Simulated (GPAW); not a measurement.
# 4,4'-bipyridine between two Au chains: transmission at several levels, part 2 of 2

Aim: T(E), conductance and thermopower of 4,4'-bipyridine between two Au chains, and what cheaper settings cost in accuracy.

GPAW 26.7.0; GPAW LCAO, PAW setups; Landauer transmission from Green's functions with principal layers (ASE), zero bias.

So far, transmission at the Fermi level (one spin): step 2 (GPAW, dzp, PBE, GPAW) 3.3e-6; step 3 (basis szp(dzp), PBE, GPAW) 1.9e-5; step 4 (basis sz(dzp), PBE, GPAW) 1.2e-5; step 5 (LDA) 5.3e-6; step 8 (temperature 30 K, PBE, GPAW) 3.3e-6.

### Step 9. Smearing 0.2: width = 0.2

Smearing helps the SCF of a metal converge, but it blurs occupations at band edges near the Fermi level.

run.py

```python
import json
import numpy as np
from ase import Atoms
from ase.transport.calculators import TransportCalculator
from gpaw import GPAW, FermiDirac
from gpaw.lcao.tools import get_lcao_hamiltonian
from scipy.linalg import eigh

# The junction with lead layers at both ends, along the third cell vector
device = Atoms(
    ['Au', 'Au', 'Au', 'Au', 'Au', 'N', 'H', 'H', 'C', 'C', 'C', 'C', 'H', 'H', 'C', 'C', 'H', 'H', 'C', 'C', 'C', 'C', 'H', 'H', 'N', 'Au', 'Au', 'Au', 'Au', 'Au'],
    positions=[
        [5.16755, 4.50000, 1.30000],
        [5.16755, 4.50000, 3.90000],
        [5.16755, 4.50000, 6.50000],
        [5.16755, 4.50000, 9.10000],
        [5.16755, 4.50000, 11.70000],
        [5.16755, 4.50001, 13.71000],
        [6.99582, 5.44413, 13.82631],
        [3.33928, 3.55588, 13.82633],
        [6.18782, 5.02450, 14.41889],
        [4.14728, 3.97553, 14.41890],
        [6.23379, 5.04599, 15.80438],
        [4.10130, 3.95406, 15.80438],
        [7.08510, 5.49550, 16.30545],
        [3.25000, 3.50455, 16.30546],
        [5.16755, 4.50004, 16.52878],
        [5.16755, 4.50004, 17.99928],
        [7.08510, 3.50456, 18.22259],
        [3.25001, 5.49551, 18.22261],
        [6.23380, 3.95407, 18.72368],
        [4.10131, 5.04600, 18.72369],
        [6.18782, 3.97553, 20.10916],
        [4.14728, 5.02451, 20.10918],
        [6.99582, 3.55588, 20.70173],
        [3.33928, 5.44413, 20.70175],
        [5.16755, 4.50001, 20.81806],
        [5.16755, 4.50000, 22.82806],
        [5.16755, 4.50000, 25.42806],
        [5.16755, 4.50000, 28.02806],
        [5.16755, 4.50000, 30.62806],
        [5.16755, 4.50000, 33.22806]],
    cell=[[10.3351, 0.0, 0.0], [0.0, 9.0, 0.0], [0.0, 0.0, 34.52806]],
    pbc=True)

# One principal layer of the lead: the first 3 atoms of the device
lead = Atoms(
    ['Au', 'Au', 'Au'],
    positions=[
        [5.16755, 4.50000, 1.30000],
        [5.16755, 4.50000, 3.90000],
        [5.16755, 4.50000, 6.50000]],
    cell=[[10.3351, 0.0, 0.0], [0.0, 9.0, 0.0], [0.0, 0.0, 7.8]],
    pbc=True)

settings = dict(mode='lcao', basis='dzp', xc='PBE', h=0.18,
                occupations=FermiDirac(0.2), maxiter=250,
                mixer=dict(beta=0.1, nmaxold=8, weight=100.0),
                convergence=dict(density=0.0001))
energies = np.arange(-2, 2 + 1e-9, 0.05)
eta = 0.0001
n1, n2 = 1, 1
# k and -k transmit alike, so half of the mesh across the current serves
mesh = [(i, j) for i in range(n1) for j in range(n2) if (i, j) <= (-i % n1, -j % n2)]
weights = np.array([1 if (i, j) == (-i % n1, -j % n2) else 2 for i, j in mesh]) / (n1 * n2)

# [... helper functions left out ...]
fermi_lead = ground_state(lead, (1, 1, 15), 'lead.txt')
fermi_device = ground_state(device, (1, 1, 3), 'device.txt')
# [... loop over the mesh left out, but for ...]
        # Shift the lead onto the potential of the device's first layer
        shift = ((H[:, 0, 0] - H0[:, 0, 0]) / S0[0, 0]).real.mean()
# [...]
kT = 8.617333e-5 * 77
bias = [0.1, 0.2, 0.5, 1.0, 1.5, 2.0]
# [... integrals and printing left out ...]
```

Started as:

```bash
OMP_NUM_THREADS=1 OPENBLAS_NUM_THREADS=1 python run.py
```

Run time: 92 s. Hardware: 1 thread of Arm Neoverse V1, shared host; peak memory 1.7 GiB.

Numbers from this step:

| Quantity | Value |
| --- | --- |
| conductance | 1.86e-6 G₀ |
| thermopower | 3.672 μV/K |
| largest coupling past the next principal layer | 2.45e-7 eV |
| largest misfit of the first principal layer | 0.07598 eV |
| shift that aligns the lead | -0.01449 eV |
| transmission at the Fermi level (one spin) | 1.86e-6 |

One spin. Transmission, zone mean against energy, zero at the Fermi level:

| energy (eV) | transmission, zone mean |
| --- | --- |
| -2.00 | 0.0148 |
| -1.90 | 0.0298 |
| -1.80 | 0.00860 |
| -1.70 | 0.00700 |
| -1.55 | 0.00607 |
| -1.45 | 0.00568 |
| -1.35 | 0.00542 |
| -1.25 | 0.00527 |
| -1.15 | 0.00518 |
| -1.05 | 0.00511 |
| -0.90 | 0.00490 |
| -0.80 | 0.00464 |
| -0.70 | 0.00428 |
| -0.60 | 0.00386 |
| -0.50 | 0.00340 |
| -0.40 | 0.00280 |
| -0.25 | 3.1e-6 |
| -0.15 | 2.5e-6 |
| -0.05 | 2.1e-6 |
| 0.00 | 1.9e-6 |
| 0.05 | 1.7e-6 |
| 0.15 | 1.4e-6 |
| 0.25 | 1.2e-6 |
| 0.40 | 9.2e-7 |
| 0.50 | 7.9e-7 |
| 0.60 | 6.8e-7 |
| 0.70 | 5.9e-7 |
| 0.80 | 5.2e-7 |
| 0.90 | 5.0e-7 |
| 1.05 | 6.1e-7 |
| 1.15 | 1.1e-6 |
| 1.25 | 4.4e-6 |
| 1.35 | 9.0e-5 |
| 1.40 | 0.0501 |
| 1.45 | 5.4e-4 |
| 1.55 | 0.00149 |
| 1.70 | 5.8e-5 |
| 1.80 | 1.4e-5 |
| 1.90 | 6.2e-6 |
| 2.00 | 3.3e-6 |

Not self-consistent under bias; the bias window is split evenly. Table of current through one cell, from the zero-bias transmission by bias:

| bias (V) | current through one cell, from the zero-bias transmission (nA) |
| --- | --- |
| 0.100 | 0.0145 |
| 0.200 | 0.0291 |
| 0.500 | 0.0759 |
| 1.000 | 35.1 |
| 1.500 | 112 |
| 2.000 | 205 |

The transmission of the three most open eigenchannels by energy, zero at the Fermi level:

| energy (eV) | channel 1 | channel 2 | channel 3 |
| --- | --- | --- | --- |
| -2.000 | 0.0107 | 0.00410 | 9.2e-6 |
| -1.800 | 0.00786 | 7.3e-4 | 7.4e-6 |
| -1.600 | 0.00632 | 6.0e-6 | 7.0e-7 |
| -1.400 | 0.00553 | 5.1e-6 | 9.5e-7 |
| -1.200 | 0.00521 | 8.6e-6 | 4.3e-6 |
| -1.000 | 0.00505 | 4.2e-6 | 3.5e-6 |
| -0.800 | 0.00464 | 2.6e-6 | 2.5e-6 |
| -0.600 | 0.00385 | 1.5e-6 | 1.5e-6 |
| -0.400 | 0.00279 | 3.9e-6 | 6.9e-7 |
| -0.200 | 2.8e-6 | 1.4e-12 | 0 |
| 0.000 | 1.9e-6 | 0 | 0 |
| 0.200 | 1.3e-6 | 0 | 0 |
| 0.400 | 9.2e-7 | 0 | 0 |
| 0.600 | 6.8e-7 | 0 | 0 |
| 0.800 | 5.2e-7 | 0 | 0 |
| 1.000 | 5.4e-7 | 0 | 0 |
| 1.200 | 2.0e-6 | 0 | 0 |
| 1.400 | 0.0501 | 0 | 0 |
| 1.600 | 0.00378 | 0 | 0 |
| 1.800 | 1.4e-5 | 0 | 0 |
| 2.000 | 3.3e-6 | 0 | 0 |

The conductance, 1.9e-6 G₀, lies 43 % below that of the dzp run.

### Step 10. Summary of results

- conductance: 3.3e-6 G₀
- transmission at the Fermi level, mean of the spins: 3.3e-6
- thermopower: 5.44 μV/K

In words: In the dzp basis the junction conducts 3.3e-6 G₀ at 77 K, with T = 3.3e-6 a spin at the Fermi level; no smaller basis tried comes within 10 % of that conductance. The junction is in the tunnelling regime at the Fermi level. The positive thermopower says that the thermally weighted transmission is larger below the Fermi level, as for hole-like transport. Measured against the first run (dzp), the nearest curve is that of dzp-LDA (r.m.s. 0.0021) and the farthest that of sz (0.013). Over the compared runs wall time goes from 54 s (sz) to 83 s (dzp), on a shared host. A change of numerical settings alone (smearing 0.2) gives 1.9e-6 G₀, so the conductance is not converged in them and the ranking of the bases holds for these settings only. The geometry was built from estimated bond lengths and not relaxed, so the numbers describe this model structure. Spin-orbit coupling is left out, which matters for the heavy atoms here. Energies count from the junction cell's Fermi level; in the run with T = 3.3e-6 there, the aligned lead's own level lies at -0.027 eV, where T interpolates to 3.5e-6; the finite cell leaves the answer open by at least that much. The chain lies on the anchor's axis and its one channel at the Fermi level has σ symmetry, so it cannot couple to the molecule's π orbitals; what passes goes through σ states, and a tilted or bulk contact would conduct differently. An evenly spaced straight chain is an idealisation: free chains tend to dimerise, zigzag or, where a band edge lies near the Fermi level, turn magnetic. The currents use the zero-bias T(E) throughout, which holds only while the bias is small against the distance to the nearest feature. The energy step is wider than the thermal energy, so the conductance and thermopower rest on interpolation of T(E).

[Logs are printed without paths, hosts, clocks, repeated set-up lines and the standing remarks that a program may print on its own settings, such as how far it seeks lower states.]

[Hosts, paths, dates, database ids (printed as entryN), source tags and the programs' standing remarks are cut or masked in the printed files.]
